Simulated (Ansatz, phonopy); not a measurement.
# How CuI (Marshite, F-43m) expands on warming, part 2 of 3

Wanted: α(T), C_P(T) and B(T) of CuI (Marshite) in the quasi-harmonic approximation.

Ansatz 0.2.0; DFT RPBE, scalar-relativistic, plane waves, PAW.

So far. Step 2 (A first coarse run): The start is under 2.4 GPa at this level and looks like an insulator or semiconductor on this mesh. Step 4 (Tight relaxation): The residual pressure is 0.0021 GPa, small enough for phonons.

The database entry behind the starting cell differs from later determinations by our own check (about 0.15 % long (mineral sample)), so it need not match the best structure at ambient conditions.

### Step 6. Phonons on strained cells, q-mesh 2×2×2

The study relaxes the crystal at several strains, solves the phonons on some of them and minimises the free energy at each temperature (static energy, vibrations, the electrons in a metal, and PV under a set pressure); the q-mesh sets how far the force constants reach.

Input file input.yaml:

```yaml
crystal:
  lattice:
    - [0.0, 3.097260317, 3.097260317]
    - [3.097260317, 0.0, 3.097260317]
    - [3.097260317, 3.097260317, 0.0]
  atoms:
    - { symbol: Cu, position: [0.25, 0.25, 0.25] }
    - { symbol: I, position: [0.0, 0.0, 0.0] }
kpoints:
  mp_grid: { grid: [8, 8, 8] }
hamiltonian:
  xc: rpbe
scf:
  occupations: { method: fixed }
output:
  eigenvalues: true
phonons:
  method: dfpt
  qmesh: [2, 2, 2]
  temperatures: { t_max: 500.0, t_step: 25 }
  thermal_expansion: {}
```

Run with:

```
> ansatz run input.yaml --threads 4 --pin off --max-ram 8192MiB --backend cpu --events-out ev --progress --plain --runs-dir out
```

Numbers of over 12 decimals in the logs are rounded to 6 here.

The program printed:

```text
Warning: phonons: the dynamical matrix that this run interpolates holds no multipole term above the dipole-dipole one, and a site of this crystal is no centre of inversion, so its interpolated transverse optical and acoustic branches and sound speeds can stay off near Gamma, and the density of states and the thermodynamics with them. What a run solves at a wave vector of phonons.qpoints, Gamma apart, where the deck admits one, is free of this, and under fd what a larger phonons.supercell samples
[...]
Crystal: 2 atoms, lattice volume = 59.424 Å³
Basis set: ecut = 487.2 eV, 1459 PW (Γ), exchange–correlation on 64×64×64 points (8 copies of the dense FFT grid, shifted against one another)
Bands: 22, of which v1, the nominal top of the filled ones, is band 18 counted from 1 (17 counted from 0)
Symmetry: 24 space group operations
[...]
k-points: 29 of 512 (time reversal used)
[...]
SCF iter   1: F=—  HF=-14152.718372 eV  |F-HF|=—  |Δ(HF+E_count)|=         —  Δρ=6.41e-3  dr2=1.40e-2  ethr=1.77e-3  ⟨swp⟩=5.1  Hψ=2602  notcnv=0  defer=51
[...]
SCF iter   9: F=-14152.716547 eV  HF=-14152.716547 eV  |F-HF|=1.82e-12  |Δ(HF+E_count)|=  3.64e-11  Δρ=1.36e-7  dr2=6.50e-12  ethr=1.00e-12  ⟨swp⟩=9.9  Hψ=3977  notcnv=0
SCF 1 converged in 9 iterations: F = -14152.716547 eV  dr2 = 6.50e-12
[...]
relax step   1: F+E_penalty+E_count = -14152.71654658 eV  Δ(F+E_penalty+E_count) = +0.000e0 eV  max|allowed force component| = 6.708e-17 eV/Å  Δτ_max = 0.0000 Å  (9 SCF iters, accepted)
SCF converged after 9 iterations
Free energy (F): -14152.716547 eV
[...]
Internal energy: -14152.716547 eV  (E = F + TS)
E sigma→0 (E₀):  -14152.716547 eV
Fermi energy:    7.401957 eV
[...]
--- Stress (GPa, compression-positive) ---
       -0.000306       0.000000      -0.000000
        0.000000      -0.000306       0.000000
       -0.000000       0.000000      -0.000306
  P = ⅓ Tr σ = -0.0003 GPa (-0.003 kbar)
--- Band table (eV; the first three rows and the last of 29) ---
  k-point 0: bands = [... 14 lower, 5.8283, 7.4020, 7.4020, 7.4020, 8.5071, 12.3688, 12.3688, 12.3688]
  k-point 1: bands = [... 14 lower, 5.8233, 6.8785, 7.3051, 7.3051, 9.1494, 12.2745, 12.5672, 12.5672]
  k-point 2: bands = [... 14 lower, 5.8215, 6.3264, 7.0890, 7.0890, 9.6350, 12.8578, 12.8851, 12.8851]
  k-point 28: bands = [... 14 lower, 5.8101, 5.9028, 6.0467, 6.3528, 11.6743, 12.1782, 13.4201, 13.9384]
── thermal expansion: 3 new cells, 3 in all ──
thermal expansion: relaxation of cell 2
thermal expansion: relaxation of cell 3
── thermal expansion: 2 new cells, 5 in all ──
thermal expansion: relaxation of cell 4
thermal expansion: lower-state search of cell 4
thermal expansion: phonons of cell 4
thermal expansion: relaxation of cell 5
thermal expansion: phonons of cell 5
── thermal expansion: 6 new cells, 11 in all ──
thermal expansion: relaxation of cell 6
thermal expansion: relaxation of cell 7
thermal expansion: relaxation of cell 8
thermal expansion: relaxation of cell 9
thermal expansion: relaxation of cell 10
thermal expansion: relaxation of cell 11
thermal expansion: phonons of cell 6
thermal expansion: phonons of cell 7
thermal expansion: phonons of cell 8
--- Relaxed structure (1 steps of the walk, 1 accepted, 0 SCFs on fresh bases) ---
  F+E_penalty+E_count = -14152.71654658 eV   max|allowed force component| = 6.708e-17 eV/Å
  atoms:
    - { symbol: Cu, position: [0.25, 0.25, 0.25] }
    - { symbol: I, position: [0.0, 0.0, 0.0] }
--- Thermal expansion: 11 cells in 3 rounds, 0 GPa ---
  no lower state was reached at cell 4
  without vibrations: a 4.38016, b 4.38016, c 4.38016 Å, V 59.4230 Å³, B 30.84 GPa
  at 0 K: a 4.38977, b 4.38977, c 4.38977 Å, V 59.8149 Å³, B 29.93 GPa
  zero-point expansion: a +0.219, b +0.219, c +0.219, V +0.660 %
      T/K        a/Å        b/Å        c/Å       V/Å³ | expansion of a, b, c, V (1e-6/K)   | that of V in the mean from 25 °C | C_P, C_V (J/mol K of the cell) | B_T, B_S (GPa)
     0.00    4.38977    4.38977    4.38977    59.8149 |    0.00    0.00    0.00    0.00 |   77.42 |     0.000     0.000 |    29.93    29.93
    50.00    4.39069    4.39069    4.39069    59.8527 |   13.92   13.92   13.92   41.76 |   90.53 |    31.179    31.086 |    29.56    29.65
   100.00    4.39523    4.39523    4.39523    60.0385 |   25.20   25.20   25.20   75.60 |   98.07 |    44.359    43.770 |    28.48    28.86
   150.00    4.40132    4.40132    4.40132    60.2884 |   29.78   29.78   29.78   89.33 |  103.61 |    48.249    47.066 |    27.23    27.92
   200.00    4.40825    4.40825    4.40825    60.5738 |   33.12   33.12   33.12   99.37 |  108.91 |    50.169    48.306 |    25.87    26.87
   250.00    4.41592    4.41592    4.41592    60.8906 |   36.48   36.48   36.48  109.44 |  114.55 |    51.570    48.892 |    24.39    25.72
   298.15    4.42407    4.42407    4.42407    61.2283 |   40.21   40.21   40.21  120.64 |       - |    52.856    49.204 |    22.83    24.52
   325.00    4.42900    4.42900    4.42900    61.4328 |   42.65   42.65   42.65  127.96 |  124.43 |    53.632    49.321 |    21.89    23.81
   375.00    4.43904    4.43904    4.43904    61.8519 |   48.25   48.25   48.25  144.76 |  132.53 |    55.333    49.476 |    20.01    22.38
   425.00    4.45057    4.45057    4.45057    62.3352 |   55.99   55.99   55.99  167.98 |  142.52 |    57.640    49.579 |    17.90    20.81
   475.00    4.46425    4.46425    4.46425    62.9118 |   67.67   67.67   67.67  203.00 |  155.47 |    61.136    49.652 |    15.49    19.07
   500.00    4.47227    4.47227    4.47227    63.2511 |   76.17   76.17   76.17  228.51 |  163.67 |    63.723    49.681 |    14.12    18.11
  the static fit leaves 0.003 meV an atom of the energies and, of the stresses, 0.000 GPa of each cell's largest along a strain (root mean squares over the cells), whose Pulay part it has at -0.035 GPa
  vibrations' free energy: its fit leaves 0.0020 meV an atom at the most
  the electrons' free energy at temperature is not in it: every band gap is over 0.52 eV
  free energies summed between the sampled wave vectors
  estimated error of the fitted expansion in any direction: up to 13.723e-6/K, at 500 K (an estimate, not a bound: it was exceeded on models of known expansion)
  by sums over the sampled wave vectors an expansion of the volume parts by up to 18.25e-6/K
  by a static energy of one degree less an expansion of the volume parts by up to 0.72e-6/K
  the FFT grids of the static calculations differ: 32 × 32 × 32, 36 × 36 × 36
  band gaps on the cells' k-points are 0.924 to 1.174 eV
```

Run time: 4.8 min. Hardware: 4 threads of Arm Neoverse V2, shared host; peak memory 0.99 GiB; 18 min of CPU time.

Numbers from this step:

```yaml
pressure: -3.06e-4 GPa
gap_on_the_k_mesh: 1.105 eV
volume_expansion_coefficient_at_298_k: 120.6 1e-6/K
c_p_at_298_k: 26.43 J/mol-atom/K
entropy_at_298_k: 50.91 J/mol-atom/K
isothermal_bulk_modulus_at_298_k: 22.83 GPa
grueneisen_parameter_at_298_k: 2.064
volume_at_298_k: 30.61 Å³/atom
principal_linear_expansion_coefficients_at_298_k: 40.21, 40.21, 40.21 1e-6/K
```

Strained cells of the study; zero-point energy where phonons were solved; the pressures are stresses at a fixed cutoff and can carry an offset from the finite basis. Expansion cells, by row:

```csv
cell,|a| (Å),|b| (Å),|c| (Å),V (Å³/atom),E - E_lowest (meV/atom),"pressure, compression positive (GPa)",gap (eV),zero-point energy (meV/atom)
1,4.38,4.38,4.38,29.71,0.012,-0.036,1.105,-
2,4.415,4.415,4.415,30.43,1.603,-0.727,1.052,-
3,4.345,4.345,4.345,29.01,1.68,0.749,1.161,-
4,4.381,4.381,4.381,29.72,0,-0.044,1.105,15.91
5,4.402,4.402,4.402,30.17,0.658,-0.486,1.071,15.35
6,4.428,4.428,4.428,30.69,2.882,-0.948,1.035,14.71
7,4.451,4.451,4.451,31.18,6.332,-1.343,1.002,14.11
8,4.475,4.475,4.475,31.68,11.01,-1.703,0.9697,13.5
9,4.337,4.337,4.337,28.84,2.603,0.953,1.174,-
10,4.359,4.359,4.359,29.28,0.631,0.434,1.139,-
11,4.511,4.511,4.511,32.45,20.19,-2.181,0.9244,-
```

Quasi-harmonic; a, b, c are the run's own cell vectors. Expansion, by row:

```csv
T (K),a (Å),b (Å),c (Å),alpha (deg),beta (deg),gamma (deg),cell volume (Å³/cell),alpha_a (1e-6/K),alpha_b (1e-6/K),alpha_c (1e-6/K),alpha_V (1e-6/K),C_P (J/mol-atom/K),C_V (J/mol-atom/K),S (J/mol-atom/K),B_T (GPa),B_S (GPa),Grueneisen,extrapolation,fit error (1e-6/K)
0,4.39,4.39,4.39,60,60,60,59.81,0,0,0,0,0,0,0,29.93,29.93,-,0,0
25,4.39,4.39,4.39,60,60,60,59.82,2.23,2.23,2.23,6.7,6.649,6.649,3.153,29.89,29.89,0.543,0,0.01
50,4.391,4.391,4.391,60,60,60,59.85,13.92,13.92,13.92,41.76,15.59,15.54,10.77,29.56,29.65,1.431,0,0.03
75,4.393,4.393,4.393,60,60,60,59.93,21.19,21.19,21.19,63.58,20.03,19.87,18.05,29.05,29.28,1.678,0,0.09
100,4.395,4.395,4.395,60,60,60,60.04,25.2,25.2,25.2,75.6,22.18,21.89,24.14,28.48,28.86,1.778,0,0.16
125,4.398,4.398,4.398,60,60,60,60.16,27.79,27.79,27.79,83.38,23.37,22.93,29.23,27.87,28.4,1.836,0,0.2
150,4.401,4.401,4.401,60,60,60,60.29,29.78,29.78,29.78,89.33,24.12,23.53,33.56,27.23,27.92,1.877,0,0.21
175,4.405,4.405,4.405,60,60,60,60.43,31.49,31.49,31.49,94.48,24.66,23.91,37.32,26.57,27.41,1.91,0,0.18
200,4.408,4.408,4.408,60,60,60,60.57,33.12,33.12,33.12,99.37,25.09,24.15,40.64,25.87,26.87,1.941,0,0.12
225,4.412,4.412,4.412,60,60,60,60.73,34.76,34.76,34.76,104.3,25.45,24.32,43.62,25.14,26.31,1.971,0,0.07
250,4.416,4.416,4.416,60,60,60,60.89,36.48,36.48,36.48,109.4,25.79,24.45,46.31,24.39,25.72,2.002,0,0.2
275,4.42,4.42,4.42,60,60,60,61.06,38.33,38.33,38.33,115,26.11,24.54,48.79,23.59,25.11,2.033,0,0.34
298.1,4.424,4.424,4.424,60,60,60,61.23,40.21,40.21,40.21,120.6,26.43,24.6,50.91,22.83,24.52,2.064,0,0.47
300,4.424,4.424,4.424,60,60,60,61.24,40.37,40.37,40.37,121.1,26.45,24.61,51.08,22.76,24.47,2.066,0,0.48
325,4.429,4.429,4.429,60,60,60,61.43,42.65,42.65,42.65,128,26.82,24.66,53.21,21.89,23.81,2.102,0,0.57
350,4.434,4.434,4.434,60,60,60,61.64,45.25,45.25,45.25,135.8,27.21,24.7,55.21,20.98,23.11,2.14,0,0.55
375,4.439,4.439,4.439,60,60,60,61.85,48.25,48.25,48.25,144.8,27.67,24.74,57.1,20.01,22.38,2.181,0,0.33
400,4.445,4.445,4.445,60,60,60,62.08,51.78,51.78,51.78,155.3,28.19,24.77,58.9,18.99,21.62,2.227,0,0.5
425,4.451,4.451,4.451,60,60,60,62.34,55.99,55.99,55.99,168,28.82,24.79,60.63,17.9,20.81,2.277,0,1.12
450,4.457,4.457,4.457,60,60,60,62.61,61.16,61.16,61.16,183.5,29.59,24.81,62.3,16.74,19.97,2.334,0,1.87
475,4.464,4.464,4.464,60,60,60,62.91,67.67,67.67,67.67,203,30.57,24.83,63.92,15.49,19.07,2.399,0,1.49
500,4.472,4.472,4.472,60,60,60,63.25,76.17,76.17,76.17,228.5,31.86,24.84,65.52,14.12,18.11,2.474,0,13.72
```

Table of expansion coefficient by temperature; values in 1e-6/K:

```csv
temperature (K),volume,principal 1
0,0,0
25,6.7,2.23
50,41.8,13.9
75,63.6,21.2
100,75.6,25.2
125,83.4,27.8
150,89.3,29.8
175,94.5,31.5
200,99.4,33.1
225,104,34.8
250,109,36.5
275,115,38.3
298,121,40.2
300,121,40.4
325,128,42.6
350,136,45.2
375,145,48.2
400,155,51.8
425,168,56.0
450,183,61.2
475,203,67.7
500,229,76.2
```

At 298 K the volume expansion is 121 × 10⁻⁶/K and B_T is 22.8 GPa. The program raised the cutoff to 487.2 eV by itself: with no cutoff typed, the study takes about 1.16 times the default for its relaxations and scales it with the volume for the phonons.

### Step 7. Free-energy fit

This step: DFT RPBE, scalar-relativistic, plane waves, PAW (phonopy 4.10.0).

This step gave:

- volume expansion coefficient at 300 K: 121.5 1e-6/K
- isothermal bulk modulus at 300 K: 22.71 GPa
- C_P at 300 K: 26.48 J/mol-atom/K
- Grüneisen parameter at 300 K: 2.068

Energy (each curve on its own zero) against volume; values in meV/atom:

```csv
volume (Å³/atom),static,F at 0 K,F at 300 K,F at 500 K
29.720,0,1.19,5.11,8.41
30.169,0.66,1.29,3.55,5.43
30.687,2.88,2.88,3.06,3.19
31.182,6.33,5.73,3.75,2.08
31.685,11.0,9.8,5.42,1.79
```

Phonopy-qha, vinet fit of F(V) at each temperature. Qha vinet, by row:

```csv
T (K),fitted volume (Å³/atom),alpha_V (1e-6/K),B_T (GPa),C_P (J/mol-atom/K),Grueneisen
75,29.97,61.84,29.11,20.04,1.635
100,30.02,74.74,28.54,22.27,1.762
125,30.08,82.9,27.92,23.46,1.828
150,30.14,89.01,27.28,24.2,1.873
175,30.21,94.27,26.6,24.72,1.908
200,30.29,99.25,25.89,25.14,1.94
225,30.36,104.3,25.15,25.49,1.971
250,30.44,109.5,24.37,25.82,2.002
275,30.53,115.2,23.56,26.15,2.034
300,30.62,121.5,22.71,26.48,2.068
325,30.72,128.6,21.82,26.85,2.104
350,30.82,136.6,20.9,27.25,2.144
375,30.93,145.8,19.92,27.7,2.186
400,31.04,156.5,18.9,28.23,2.233
425,31.17,169.3,17.83,28.86,2.285
450,31.31,184.6,16.7,29.63,2.343
```

Volume expansion coefficient against temperature; values in 1e-6/K:

```csv
temperature (K),"phonopy-qha, Vinet",Ansatz's own study
75,61.8,63.6
100,74.7,75.6
125,82.9,83.4
150,89.0,89.3
175,94.3,94.5
200,99.2,99.4
225,104,104
250,110,109
275,115,115
300,122,121
325,129,128
350,137,136
375,146,145
400,157,155
425,169,168
450,185,183
```

The fit gives a volume expansion of 122 × 10⁻⁶/K at 300 K, against 121 at 298 K from the study itself, whose static fit uses more cells.

[end of part 2 of 3]

[Logs are printed without paths, hosts, clocks, repeated set-up lines and the standing remarks that a program may print on its own settings, such as how far it seeks lower states.]

[Hosts, paths, dates, database ids (printed as entryN), source tags and the programs' standing remarks are cut or masked in the printed files.]

[A step with changed settings may run another functional than the one named; its input shows which.]
